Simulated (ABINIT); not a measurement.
# Quasiparticle gap of MoS2 (P6_3/mmc) in ABINIT, part 2 of 3

How does a plane-wave GW calculation on MoS2 (P6_3/mmc) run from the first input to the gap?

ABINIT 10.8.3; PBE and many-body steps on it, plane waves. Known limits of the many-body steps: not at the basis limit; no spin-orbit coupling; coarse k mesh.

So far. Step 2 (Ground state): The gap is indirect, with the least direct gap 0.77 eV higher.

The database entry behind the starting cell differs from later determinations by our own check (about 0.3 % long), so it need not match the best structure at ambient conditions.

## Step 3: Bands along the symmetry lines

Level of this step: DFT, PBE, plane waves, norm-conserving pseudopotentials (ABINIT).

The cheap functional maps the bands first; the places of the edges decide which points the dearer methods must see.

run.abi reads:

```
acell 3*1.0 Angstrom
rprim 
  3.169000000004 -0.000000000001 0.000000000000
  -1.584500000001 2.744434504597 0.000000000000
  0.000000000000 0.000000000000 12.324000000000
ntypat 2
znucl 42 16
natom 6
typat 1 1 2 2 2 2
xred 
  0.333333333333 0.666666666667 0.250000000000
  0.666666666667 0.333333333333 0.750000000000
  0.333333333333 0.666666666667 0.623000000000
  0.666666666667 0.333333333333 0.123000000000
  0.333333333333 0.666666666667 0.877000000000
  0.666666666667 0.333333333333 0.377000000000
pp_dirpath "pseudos"
pseudos "Mo.upf, S.upf"
ecut 36
iscf -2
irdden 1
kptopt 0
nkpt 75
kpt 
  0.00000000 0.00000000 0.00000000
  0.06250000 0.00000000 0.00000000
  0.12500000 0.00000000 0.00000000
  0.18750000 0.00000000 0.00000000
  0.25000000 0.00000000 0.00000000
  0.31250000 0.00000000 0.00000000
  0.37500000 0.00000000 0.00000000
  0.43750000 0.00000000 0.00000000
  0.50000000 0.00000000 0.00000000
  0.47916667 0.04166667 0.00000000
  0.45833333 0.08333333 0.00000000
  0.43750000 0.12500000 0.00000000
  0.41666666 0.16666666 0.00000000
  0.39583333 0.20833333 0.00000000
  0.37500000 0.25000000 0.00000000
  0.35416666 0.29166666 0.00000000
  0.33333333 0.33333333 0.00000000
  0.29166666 0.29166666 0.00000000
  0.25000000 0.25000000 0.00000000
  0.20833333 0.20833333 0.00000000
  0.16666666 0.16666666 0.00000000
  0.12500000 0.12500000 0.00000000
  0.08333333 0.08333333 0.00000000
  0.04166667 0.04166667 0.00000000
  0.00000000 0.00000000 0.00000000
  0.00000000 0.00000000 0.06250000
  0.00000000 0.00000000 0.12500000
  0.00000000 0.00000000 0.18750000
  0.00000000 0.00000000 0.25000000
  0.00000000 0.00000000 0.31250000
  0.00000000 0.00000000 0.37500000
  0.00000000 0.00000000 0.43750000
  0.00000000 0.00000000 0.50000000
  0.06250000 0.00000000 0.50000000
  0.12500000 0.00000000 0.50000000
  0.18750000 0.00000000 0.50000000
  0.25000000 0.00000000 0.50000000
  0.31250000 0.00000000 0.50000000
  0.37500000 0.00000000 0.50000000
  0.43750000 0.00000000 0.50000000
  0.50000000 0.00000000 0.50000000
  0.47916667 0.04166667 0.50000000
  0.45833333 0.08333333 0.50000000
  0.43750000 0.12500000 0.50000000
  0.41666666 0.16666666 0.50000000
  0.39583333 0.20833333 0.50000000
  0.37500000 0.25000000 0.50000000
  0.35416666 0.29166666 0.50000000
  0.33333333 0.33333333 0.50000000
  0.29166666 0.29166666 0.50000000
  0.25000000 0.25000000 0.50000000
  0.20833333 0.20833333 0.50000000
  0.16666666 0.16666666 0.50000000
  0.12500000 0.12500000 0.50000000
  0.08333333 0.08333333 0.50000000
  0.04166667 0.04166667 0.50000000
  0.00000000 0.00000000 0.50000000
  0.50000000 0.00000000 0.50000000
  0.50000000 0.00000000 0.43750000
  0.50000000 0.00000000 0.37500000
  0.50000000 0.00000000 0.31250000
  0.50000000 0.00000000 0.25000000
  0.50000000 0.00000000 0.18750000
  0.50000000 0.00000000 0.12500000
  0.50000000 0.00000000 0.06250000
  0.50000000 0.00000000 0.00000000
  0.33333333 0.33333333 0.50000000
  0.33333333 0.33333333 0.43750000
  0.33333333 0.33333333 0.37500000
  0.33333333 0.33333333 0.31250000
  0.33333333 0.33333333 0.25000000
  0.33333333 0.33333333 0.18750000
  0.33333333 0.33333333 0.12500000
  0.33333333 0.33333333 0.06250000
  0.33333333 0.33333333 0.00000000
istwfk *1
nband 38
nbdbuf 7
tolwfr 1e-07
nstep 50
prtwf 0
prtvol 0
indata_prefix "in"
outdata_prefix "out"
tmpdata_prefix "tmp"
```

On the command line:

```bash
$ OMP_NUM_THREADS=1 mpirun -n 4 abinit run.abi > log
```

Numbers of over 12 decimals in the logs are rounded to 6 here.

Output:

```text
.Version 10.8.3 of ABINIT. v10.8.2 released Aug 2026.

 Symmetries : space group P6_3/m m c (#194); Bravais hP (primitive hexag.)
[... echo of the input left out ...]
== DATASET  1 ==================================================================
-   mpi_nproc: 4, omp_nthreads: 1 (-1 if OMP is not activated)

--- !DatasetInfo
iteration_state: {dtset: 1, }
dimensions: {natom: 6, nkpt: 75, mband: 38, nsppol: 1, nspinor: 1, nspden: 1, mpw: 7496, }
cutoff_energies: {ecut:  36.0, pawecutdg:  -1.0, }
electrons: {nelect:   5.20000000E+01, charge:   0.00000000E+00, occopt:   1.00000000E+00, tsmear:   1.00000000E-02, }

 Real(R)+Recip(G) space primitive vectors, cartesian coordinates (Bohr,Bohr^-1):
 R(1)=  5.9885421  0.0000000  0.0000000  G(1)=  0.1669856  0.0964092  0.0000000
 R(2)= -2.9942710  5.1862296  0.0000000  G(2)=  0.0000000  0.1928183  0.0000000
 R(3)=  0.0000000  0.0000000 23.2889848  G(3)=  0.0000000  0.0000000  0.0429388
 Unit cell volume ucvol=  7.2330822E+02 bohr^3
 Angles (23,13,12)=  9.00000000E+01  9.00000000E+01  1.20000000E+02 degrees

 getcut: wavevector=  0.0000  0.0000  0.0000  ngfft=  36  36 128
         ecut(hartree)=     36.000   => boxcut(ratio)=   2.03490

--- Pseudopotential description ------------------------------------------------
- Mo Generated using ONCVPSP code by D. R. Hamann
- 42.00000  14.00000  171031                  znucl, zion, pspdat
12 -101130 2 -1 1640                          pspcod,pspxc,lmax,lloc,mmax
     nproj     2     2     2
  pspatm : epsatm=   15.95693798
         --- l  ekb(1:nproj) -->
             0   13.833287    1.350687
             1    8.015347    1.134034
             2    2.765699    0.969071
 pspatm: atomic psp has been read  and splines computed

- S Generated using ONCVPSP code by D. R. Hamann
- 16.00000   6.00000  171031                  znucl, zion, pspdat
12 -101130 2 -1 1146                          pspcod,pspxc,lmax,lloc,mmax
     nproj     2     2     2
  pspatm : epsatm=    9.01821529
         --- l  ekb(1:nproj) -->
[...]
pspatm: atomic psp has been read  and splines computed

--------------------------------------------------------------------------------

================================================================================
 prteigrs : about to open file out_EIG
 Non-SCF case, kpt    1 (  0.00000  0.00000  0.00000), residuals and eigenvalues=
  6.25E-08  7.91E-08  7.09E-08  6.03E-08  2.72E-08  5.51E-08  2.67E-08  3.35E-08
  4.13E-08  5.63E-08  8.99E-08  5.46E-08  5.31E-08  3.13E-08  3.92E-08  1.89E-08
  4.26E-08  3.23E-08  5.10E-08  4.95E-08  3.60E-08  3.75E-08  6.87E-08  4.97E-08
[...]
5.88E-08  8.22E-08  2.75E-07  2.57E-07  7.27E-05  8.59E-05
 -1.9512E+00 -1.9512E+00 -1.0013E+00 -1.0013E+00 -9.9293E-01 -9.9293E-01
 -9.9293E-01 -9.9293E-01 -2.3958E-01 -2.2966E-01 -1.9514E-01 -1.7888E-01
[...]
6.0685E-01  6.2604E-01
[...]
5.6936E-01  5.8761E-01
 Non-SCF case, kpt   75 (  0.33333  0.33333  0.00000), residuals and eigenvalues=
[...]
5.6908E-01  5.8837E-01

--- !ResultsGS
iteration_state: {dtset: 1, }
comment   : Summary of ground state results
lattice_vectors:
- [  5.9885421,  -0.0000000,   0.0000000, ]
- [ -2.9942710,   5.1862296,   0.0000000, ]
- [  0.0000000,   0.0000000,  23.2889848, ]
lattice_lengths: [   5.98854,    5.98854,   23.28898, ]
lattice_angles: [ 90.000,  90.000, 120.000, ] # degrees, (23, 13, 12)
lattice_volume:   7.2330822E+02
convergence: {deltae:  0.000E+00, res2:  0.000E+00, residm:  9.973E-08, diffor:  0.000E+00, }
etotal    :  -1.84896321E+02
entropy   :   0.00000000E+00
fermie    :   3.09959974E-01
cartesian_stress_tensor: null
pressure_GPa: null
xred      :
- [  3.3333E-01,   6.6667E-01,   2.5000E-01, Mo]
- [  6.6667E-01,   3.3333E-01,   7.5000E-01, Mo]
- [  3.3333E-01,   6.6667E-01,   6.2300E-01,  S]
- [  6.6667E-01,   3.3333E-01,   1.2300E-01,  S]
- [  3.3333E-01,   6.6667E-01,   8.7700E-01,  S]
- [  6.6667E-01,   3.3333E-01,   3.7700E-01,  S]
cartesian_forces: null
force_length_stats: {min: null, max: null, mean: null, }

 Integrated electronic density in atomic spheres:
 ------------------------------------------------
 Atom  Sphere_radius  Integrated_density
[...]
================================================================================

 ----iterations are completed or convergence reached----

 Mean square residual over all n,k,spin=   53.323E-09; max=  99.729E-09
 reduced coordinates (array xred) for    6 atoms
[...]
0.333333333333      0.666666666667      0.877000000000
       0.666666666667      0.333333333333      0.377000000000

 cartesian coordinates (angstrom) at end:
    1      6.7e-13     1.829623     3.081000
    2      1.584500     0.914812     9.243000
    3      6.7e-13     1.829623     7.677852
    4      1.584500     0.914812     1.515852
    5      6.7e-13     1.829623    10.808148
    6      1.584500     0.914812     4.646148
 length scales=  1.889726125908  1.889726125908  1.889726125908 bohr
              =  1.000000000000  1.000000000000  1.000000000000 angstroms
 prteigrs : about to open file out_EIG
 Eigenvalues (hartree) for nkpt=  75  k points:
 kpt#   1, nband= 38, wtk=  1.00000, kpt=  0.0000  0.0000  0.0000 (reduced coord)
[...]
kpt#   2, nband= 38, wtk=  1.00000, kpt=  0.0625  0.0000  0.0000 (reduced coord)
[...]
kpt#   3, nband= 38, wtk=  1.00000, kpt=  0.1250  0.0000  0.0000 (reduced coord)
[...]
kpt#  74, nband= 38, wtk=  1.00000, kpt=  0.3333  0.3333  0.0625 (reduced coord)
[...]
0.46499    0.46499    0.52300    0.56936    0.56936    0.58761
 kpt#  75, nband= 38, wtk=  1.00000, kpt=  0.3333  0.3333  0.0000 (reduced coord)
[...]
0.12952    0.13924    0.15561    0.15561    0.17073    0.17073    0.21083    0.21083
   0.28189    0.28783    0.34861    0.34861    0.37771    0.41419    0.41419    0.41531
   0.46507    0.46507    0.52235    0.56908    0.56908    0.58837

== END DATASET(S) ==============================================================
================================================================================

 -outvars: echo values of variables after computation  --------
            nband          38
             nkpt          75
          spgroup         194
 [... the other variables as echoed above ...]

 Calculation completed.
```

The job ended after 95 s (4 MPI ranks of Arm Neoverse V1, shared host; peak memory 0.63 GiB; 6.3 min of CPU time).

This step gave:

```
gap                        : 0.8887 eV
k of the valence top       : 0, 0, 0
k of the conduction bottom : 0.1667, 0.1667, 0
least direct gap           : 1.654 eV
```

The gap is 0.889 eV, as in the run before at this level.

Electronic bands along the path, in eV, zero at the top of the highest filled band:

```
    point  band 23  band 24  band 25  band 26  band 27  band 28  band 29  band 30
        Γ    -2.13    -1.18    -1.14     0.00     2.10     2.10     2.13     2.13
  halfway    -2.30    -1.61    -1.49    -1.36     1.21     1.60     1.81     2.04
        M    -1.73    -1.53    -1.40    -1.27     1.60     1.65     2.00     2.26
  halfway    -2.78    -2.34    -1.08    -0.90     1.45     1.56     2.30     2.41
        K    -2.70    -2.70    -0.76    -0.60     1.05     1.05     1.84     2.84
  halfway    -1.80    -1.59    -1.48    -1.45     0.89     1.63     1.72     1.81
        Γ    -2.13    -1.18    -1.14     0.00     2.10     2.10     2.13     2.13
  halfway    -2.14    -1.83    -0.63    -0.06     2.10     2.10     2.12     2.12
        A    -2.15    -2.15    -0.27    -0.27     2.11     2.11     2.11     2.11
  halfway    -2.05    -2.05    -1.38    -1.38     1.55     1.55     1.69     1.69
        L    -1.63    -1.63    -1.33    -1.33     1.62     1.62     2.14     2.14
  halfway    -2.60    -2.60    -0.99    -0.99     1.51     1.51     2.34     2.34
        H    -2.87    -2.87    -0.69    -0.69     1.05     1.05     2.30     2.30
  halfway    -1.75    -1.75    -1.46    -1.46     1.22     1.22     1.82     1.82
        A    -2.15    -2.15    -0.27    -0.27     2.11     2.11     2.11     2.11
jump to L    -1.63    -1.63    -1.33    -1.33     1.62     1.62     2.14     2.14
  halfway    -1.70    -1.56    -1.38    -1.29     1.61     1.64     2.04     2.23
        M    -1.73    -1.53    -1.40    -1.27     1.60     1.65     2.00     2.26
jump to H    -2.87    -2.87    -0.69    -0.69     1.05     1.05     2.30     2.30
  halfway    -2.77    -2.77    -0.74    -0.63     1.05     1.05     1.97     2.68
        K    -2.70    -2.70    -0.76    -0.60     1.05     1.05     1.84     2.84
```

## Step 4: Empty states on the mesh, 3×3×1 mesh, 433 bands

The sums over transitions need many empty states on a uniform mesh; this step solves for them.

run.abi reads:

```
acell 3*1.0 Angstrom
rprim 
  3.169000000004 -0.000000000001 0.000000000000
  -1.584500000001 2.744434504597 0.000000000000
  0.000000000000 0.000000000000 12.324000000000
ntypat 2
znucl 42 16
natom 6
typat 1 1 2 2 2 2
xred 
  0.333333333333 0.666666666667 0.250000000000
  0.666666666667 0.333333333333 0.750000000000
  0.333333333333 0.666666666667 0.623000000000
  0.666666666667 0.333333333333 0.123000000000
  0.333333333333 0.666666666667 0.877000000000
  0.666666666667 0.333333333333 0.377000000000
pp_dirpath "pseudos"
pseudos "Mo.upf, S.upf"
ecut 36
ngkpt 3 3 1
nshiftk 1
shiftk 0 0 0
kptopt 1
chksymbreak 0
iscf -2
irdden 1
istwfk *1
nband 433
nbdbuf 38
tolwfr 1e-09
nstep 60
prtvol 0
indata_prefix "in"
outdata_prefix "out"
tmpdata_prefix "tmp"
```

On the command line:

```bash
$ OMP_NUM_THREADS=1 mpirun -n 3 abinit run.abi > log
```

Output:

```text
.Version 10.8.3 of ABINIT. v10.8.2 released Aug 2026.

 Symmetries : space group P6_3/m m c (#194); Bravais hP (primitive hexag.)
[... echo of the input left out ...]
== DATASET  1 ==================================================================
-   mpi_nproc: 3, omp_nthreads: 1 (-1 if OMP is not activated)

--- !DatasetInfo
iteration_state: {dtset: 1, }
dimensions: {natom: 6, nkpt: 3, mband: 433, nsppol: 1, nspinor: 1, nspden: 1, mpw: 7476, }
cutoff_energies: {ecut:  36.0, pawecutdg:  -1.0, }
electrons: {nelect:   5.20000000E+01, charge:   0.00000000E+00, occopt:   1.00000000E+00, tsmear:   1.00000000E-02, }

 Real(R)+Recip(G) space primitive vectors, cartesian coordinates (Bohr,Bohr^-1):
 R(1)=  5.9885421  0.0000000  0.0000000  G(1)=  0.1669856  0.0964092  0.0000000
 R(2)= -2.9942710  5.1862296  0.0000000  G(2)=  0.0000000  0.1928183  0.0000000
 R(3)=  0.0000000  0.0000000 23.2889848  G(3)=  0.0000000  0.0000000  0.0429388
 Unit cell volume ucvol=  7.2330822E+02 bohr^3
 Angles (23,13,12)=  9.00000000E+01  9.00000000E+01  1.20000000E+02 degrees

 getcut: wavevector=  0.0000  0.0000  0.0000  ngfft=  36  36 128
         ecut(hartree)=     36.000   => boxcut(ratio)=   2.03490

--- Pseudopotential description ------------------------------------------------
- Mo Generated using ONCVPSP code by D. R. Hamann
- 42.00000  14.00000  171031                  znucl, zion, pspdat
12 -101130 2 -1 1640                          pspcod,pspxc,lmax,lloc,mmax
     nproj     2     2     2
  pspatm : epsatm=   15.95693798
         --- l  ekb(1:nproj) -->
             0   13.833287    1.350687
             1    8.015347    1.134034
             2    2.765699    0.969071
 pspatm: atomic psp has been read  and splines computed

- S Generated using ONCVPSP code by D. R. Hamann
- 16.00000   6.00000  171031                  znucl, zion, pspdat
12 -101130 2 -1 1146                          pspcod,pspxc,lmax,lloc,mmax
     nproj     2     2     2
  pspatm : epsatm=    9.01821529
         --- l  ekb(1:nproj) -->
[...]
pspatm: atomic psp has been read  and splines computed

--------------------------------------------------------------------------------

================================================================================
 prteigrs : about to open file out_EIG
 Non-SCF case, kpt    1 (  0.00000  0.00000  0.00000), residuals and eigenvalues=
  1.07E-10  1.11E-10  7.38E-10  6.66E-10  6.07E-10  6.53E-10  5.63E-10  8.53E-10
  2.95E-11  7.92E-11  5.67E-11  6.97E-11  1.41E-10  1.14E-10  7.37E-11  1.26E-10
  1.76E-10  1.13E-10  2.26E-10  1.88E-10  2.56E-10  1.30E-10  1.94E-10  8.18E-11
[...]
3.21E-04
 -1.9512E+00 -1.9512E+00 -1.0013E+00 -1.0013E+00 -9.9293E-01 -9.9293E-01
 -9.9293E-01 -9.9293E-01 -2.3958E-01 -2.2966E-01 -1.9514E-01 -1.7888E-01
  5.7899E-02  9.5843E-02  1.8196E-01  1.8981E-01  1.8981E-01  1.9029E-01
[...]
4.9579E+00  4.9633E+00  4.9927E+00  5.0190E+00  5.0214E+00  5.0269E+00
  5.0277E+00  5.0305E+00  5.0333E+00  5.0343E+00  5.0396E+00  5.0438E+00
  5.0510E+00
 prteigrs : prtvol=0 or 1, do not print more k-points.

--- !ResultsGS
iteration_state: {dtset: 1, }
comment   : Summary of ground state results
lattice_vectors:
- [  5.9885421,  -0.0000000,   0.0000000, ]
- [ -2.9942710,   5.1862296,   0.0000000, ]
- [  0.0000000,   0.0000000,  23.2889848, ]
lattice_lengths: [   5.98854,    5.98854,   23.28898, ]
lattice_angles: [ 90.000,  90.000, 120.000, ] # degrees, (23, 13, 12)
lattice_volume:   7.2330822E+02
convergence: {deltae:  0.000E+00, res2:  0.000E+00, residm:  9.927E-10, diffor:  0.000E+00, }
etotal    :  -1.84896321E+02
entropy   :   0.00000000E+00
fermie    :   3.09959974E-01
cartesian_stress_tensor: null
pressure_GPa: null
xred      :
- [  3.3333E-01,   6.6667E-01,   2.5000E-01, Mo]
- [  6.6667E-01,   3.3333E-01,   7.5000E-01, Mo]
- [  3.3333E-01,   6.6667E-01,   6.2300E-01,  S]
- [  6.6667E-01,   3.3333E-01,   1.2300E-01,  S]
- [  3.3333E-01,   6.6667E-01,   8.7700E-01,  S]
- [  6.6667E-01,   3.3333E-01,   3.7700E-01,  S]
cartesian_forces: null
force_length_stats: {min: null, max: null, mean: null, }

 Integrated electronic density in atomic spheres:
 ------------------------------------------------
 Atom  Sphere_radius  Integrated_density
[...]
================================================================================

 ----iterations are completed or convergence reached----

 Mean square residual over all n,k,spin=   33.091E-11; max=  99.272E-11
 reduced coordinates (array xred) for    6 atoms
[...]
0.333333333333      0.666666666667      0.877000000000
       0.666666666667      0.333333333333      0.377000000000

 cartesian coordinates (angstrom) at end:
    1      6.7e-13     1.829623     3.081000
    2      1.584500     0.914812     9.243000
    3      6.7e-13     1.829623     7.677852
    4      1.584500     0.914812     1.515852
    5      6.7e-13     1.829623    10.808148
    6      1.584500     0.914812     4.646148
 length scales=  1.889726125908  1.889726125908  1.889726125908 bohr
              =  1.000000000000  1.000000000000  1.000000000000 angstroms
 prteigrs : about to open file out_EIG
 Eigenvalues (hartree) for nkpt=   3  k points:
 kpt#   1, nband=433, wtk=  0.11111, kpt=  0.0000  0.0000  0.0000 (reduced coord)
[...]
4.95439    4.95565    4.95567    4.95794    4.95795    4.96333    4.99274    5.01898
   5.02145    5.02686    5.02769    5.03055    5.03334    5.03427    5.03958    5.04378
   5.05100
 prteigrs : prtvol=0 or 1, do not print more k-points.

== END DATASET(S) ==============================================================
================================================================================

 -outvars: echo values of variables after computation  --------
            nband         433
             nkpt           3
          spgroup         194
 [... the other variables as echoed above ...]

 Calculation completed.
```

The job ended after 4.3 min (3 MPI ranks; peak memory 0.44 GiB; 13 min of CPU time).

This step gave:

| Quantity | Value |
| --- | --- |
| gap | 1.052 eV |
| k of the valence top | 0, 0, 0 |
| k of the conduction bottom | 0.3333, 0.3333, 0 |
| least direct gap | 1.654 eV |
| k points computed | 3 |
| lowest point of the top converged band, above the valence top | 117.7162 eV |

On this mesh the gap is 1.052 eV. The earlier step found 0.889 eV, so this mesh misses an edge.

[end of part 2 of 3]

[Paths, hosts, dates, memory and timing lines, banners, echoed tables and standing remarks are left out of the program output.]

[Logs are printed without paths, hosts, clocks, repeated set-up lines and the standing remarks that a program may print on its own settings, such as how far it seeks lower states.]

[Runs of the session that timed out or met a known fault of the program may be left out.]

[Hosts, paths, dates, database ids (printed as entryN), source tags and the programs' standing remarks are cut or masked in the printed files.]

[G0W0 gaps are taken among the corrected bands and points alone; a level outside them can change the order at an edge.]

[Where Ansatz stands beside ABINIT at settings called matched, ABINIT's density can come from a denser mesh and the files from another edition; pairs whose starting gaps differed by over 0.03 eV were left out, so agreement reads better than it is.]
